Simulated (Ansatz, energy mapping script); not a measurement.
# EuZn2P2: J from the energies of magnetic orders, part 2 of 2

How strongly do the moments of EuZn2P2 couple under PBEsol+U (9 eV)? The plan is to run several orders and fit a Heisenberg model.

PBEsol with U = 9 eV on Eu f, ortho-atomic projectors; plane waves, U on orthogonalised atomic orbitals unless named otherwise, collinear spin, no spin–orbit coupling.

So far. Step 8 (Order 6: compensated +−, cell C of 10 atoms): The run ends antiferromagnetic, 4.13 meV a magnetic atom above the parallel order of its cell (energies taken at zero occupation width, not the printed F). Step 9 (Order 7: parallel, cell D of 15 atoms): The run ends ferromagnetic. For each magnetic atom its energy differs from the parallel run of the first cell by 0.02 meV, an error that one common reference would have brought in.

### 10. Run 8 (uncompensated ++−; cell D, 15 atoms)

This order reverses 0 of the 6 neighbours at 4.06 Å, 1.33 of the 2 neighbours at 6.91 Å and 8 of the 12 neighbours at 8.02 Å, counted for an average magnetic atom.

The input, input.yaml:

```yaml
crystal:
  lattice:
    - [4.064188119, 0.0, 0.0]
    - [-2.032094059, 3.519690156, 0.0]
    - [0.0, 0.0, 20.73218112]
  atoms:
    - { symbol: Eu, position: [0.0, 0.0, 0.0], spin: 7.0 }
    - { symbol: Eu, position: [0.0, 0.0, 0.333333333], spin: 7.0 }
    - { symbol: Eu, position: [0.0, 0.0, 0.666666667], spin: -7.0 }
    - { symbol: Zn, position: [0.666666667, 0.333333333, 0.121980477] }
    - { symbol: Zn, position: [0.666666667, 0.333333333, 0.45531381] }
    - { symbol: Zn, position: [0.666666667, 0.333333333, 0.788647143] }
    - { symbol: Zn, position: [0.333333333, 0.666666667, 0.211352857] }
    - { symbol: Zn, position: [0.333333333, 0.666666667, 0.54468619] }
    - { symbol: Zn, position: [0.333333333, 0.666666667, 0.878019523] }
    - { symbol: P, position: [0.666666667, 0.333333333, 0.243255393] }
    - { symbol: P, position: [0.666666667, 0.333333333, 0.576588727] }
    - { symbol: P, position: [0.666666667, 0.333333333, 0.90992206] }
    - { symbol: P, position: [0.333333333, 0.666666667, 0.09007794] }
    - { symbol: P, position: [0.333333333, 0.666666667, 0.423411273] }
    - { symbol: P, position: [0.333333333, 0.666666667, 0.756744607] }
magnetization:
  spin_polarized: true
kpoints:
  mp_grid: { grid: [8, 8, 2] }
hamiltonian:
  xc: pbesol
  hubbard:
    sites:
      - { species: Eu, l: f, u_eff: 9.0 }
      - { site: 0, l: f, u_eff: 9.0, starting_ns: [{ spin: up, occupation_matrix: eu1_major }, { spin: down, occupation_matrix: eu1_minor }] }
      - { site: 1, l: f, u_eff: 9.0, starting_ns: [{ spin: up, occupation_matrix: eu1_major }, { spin: down, occupation_matrix: eu1_minor }] }
      - { site: 2, l: f, u_eff: 9.0, starting_ns: [{ spin: up, occupation_matrix: eu1_minor }, { spin: down, occupation_matrix: eu1_major }] }
    projectors: ortho-atomic
    occupation_matrices:
      eu1_major:
        matrix:
          - [0.995, 0.0, 0.0, 0.0, 0.0, 0.0, 0.001]
          - [0.0, 0.993, 0.0, 0.0, -0.002, 0.0, 0.0]
          - [0.0, 0.0, 0.993, -0.002, 0.0, 0.0, 0.0]
          - [0.0, 0.0, -0.002, 0.993, 0.0, 0.0, 0.0]
          - [0.0, -0.002, 0.0, 0.0, 0.993, 0.0, 0.0]
          - [0.0, 0.0, 0.0, 0.0, 0.0, 0.995, 0.0]
          - [0.001, 0.0, 0.0, 0.0, 0.0, 0.0, 0.994]
      eu1_minor:
        matrix:
          - [0.002, 0.0, 0.0, 0.0, 0.0, 0.0, -0.001]
          - [0.0, 0.001, 0.0, 0.0, 0.0, 0.0, 0.0]
          - [0.0, 0.0, 0.001, 0.0, 0.0, 0.0, 0.0]
          - [0.0, 0.0, 0.0, 0.002, 0.0, 0.0, 0.0]
          - [0.0, 0.0, 0.0, 0.0, 0.002, 0.0, 0.0]
          - [0.0, 0.0, 0.0, 0.0, 0.0, 0.001, 0.0]
          - [-0.001, 0.0, 0.0, 0.0, 0.0, 0.0, 0.002]
scf:
  occupations: { method: fermi_dirac, width: 0.1 }
output:
  eigenvalues: true
```

On the command line:

```sh
$ ansatz run input.yaml --threads 4 --pin off --max-ram 8192MiB --backend cpu --events-out ev --progress --plain --runs-dir out
```

The job ended after 38 s (4 threads of Arm Neoverse V2, shared host; peak memory 1.9 GiB).

The run ends ferrimagnetic, 0.61 meV a magnetic atom below the parallel order of its cell (energies taken at zero occupation width, not the printed F).

### 11. The fit

Each energy difference is a sum of couplings weighted by the pairs that the order reverses. A few near shells are fitted to the differences by least squares. Energies are those extrapolated to zero occupation width, not the free energies F.

Energies from the parallel order of the same cell:

```
                      order  atoms  energy (meV a magnetic atom)  moments (μB)  moments kept as typed  opposed neighbours at 4.06, 6.91, 8.02 Å
         parallel in cell A     10                          0.00          6.89                    yes                                   0, 0, 0
   compensated +− in cell A     10                          3.68          6.89                    yes                                   4, 0, 8
         parallel in cell B     10                          0.00          6.89                    yes                                   0, 0, 0
   compensated +− in cell B     10                         -0.86          6.89                    yes                                  0, 2, 12
         parallel in cell C     10                          0.00          6.89                    yes                                   0, 0, 0
   compensated +− in cell C     10                          4.13          6.89                    yes                                   4, 2, 4
         parallel in cell D     15                          0.00          6.89                    yes                                   0, 0, 0
uncompensated ++− in cell D     15                         -0.61          6.89                    yes                                0, 1.33, 8
```

The Heisenberg fit (each pair counts twice, positive J is ferromagnetic):

```
 pair  distance (Å)  neighbours  J (meV)
Eu–Eu          4.06           6    0.543
Eu–Eu          6.91           2   0.0300
Eu–Eu          8.02          12  -0.0415
```

These orders cannot tell some unfitted shells from fitted ones: the value at 4.06 Å holds J(4.06) + J(7.04); other unfitted shells add to the values wholly or in part. No temperature is drawn.

The script's first fit left out a shell that the energies need; these couplings were computed anew from the same energies.

### 12. Beside the first set of runs

The first set of orders, under PBEsol+U (1.5 eV), took 21 min of CPU time summed over its finished orders (seed run apart), these 17 min.

```
        quantity  this set  first set
J at 4.06 Å, meV     0.543       2.39
J at 6.91 Å, meV    0.0300      0.254
J at 8.02 Å, meV   -0.0415      0.121
```

The coupling that led in the first set goes from 2.39 to 0.543 meV.

### 13. Summary of results

```json
{
  "lowest order tried": "compensated +− in cell B",
  "largest fitted value (a combination of shells), Eu–Eu at 4.06 Å": "0.543 meV"
}
```

**Reading.** Of the orders tried, EuZn2P2 prefers the order “compensated +− in cell B” under PBEsol+U (9 eV), with 0 of 6 neighbours at 4.06 Å, 2 of 2 neighbours at 6.91 Å and 12 of 12 neighbours at 8.02 Å opposed. The margin is only 0.86 meV a magnetic atom, within reach of the numerical errors of such runs. The next opposed order lies only 0.25 meV higher, so the two are not resolved. The coupling at 4.06 Å is 0.23 times that of the first set, at 0.83 times the CPU time. The largest fitted value is 0.54 meV, at 4.06 Å. It is a combination of shells that these orders cannot split, so neither its size nor its sign can be laid on that pair alone. The orders also reverse pairs at 7.04 Å, which are not fitted, so the fitted values hold their part too. No fitted order reverses the pairs at 8.13 Å, so their coupling is unknown and is set to zero in the model. The 4 differences hold only 3 independent equations for a pair model, so the fit of 3 couplings has none to spare and its small miss tests the pair form alone. Moments change by under 0.1 % against the parallel run of the same cell, so their size stays put. With a near shell that the orders cannot separate, no temperature is given.

[Logs and program files are shortened in this print: banners, set-up blocks, solver, clock and traceback lines can be left out without a mark of their own.]

[Logs are printed without paths, hosts, clocks, repeated set-up lines and the standing remarks that a program may print on its own settings, such as how far it seeks lower states.]

[Hosts, paths, dates, database ids (printed as entryN), source tags and the programs' standing remarks are cut or masked in the printed files.]

[Where a cell is said to come from a database of computed structures, the database is the Materials Project.]
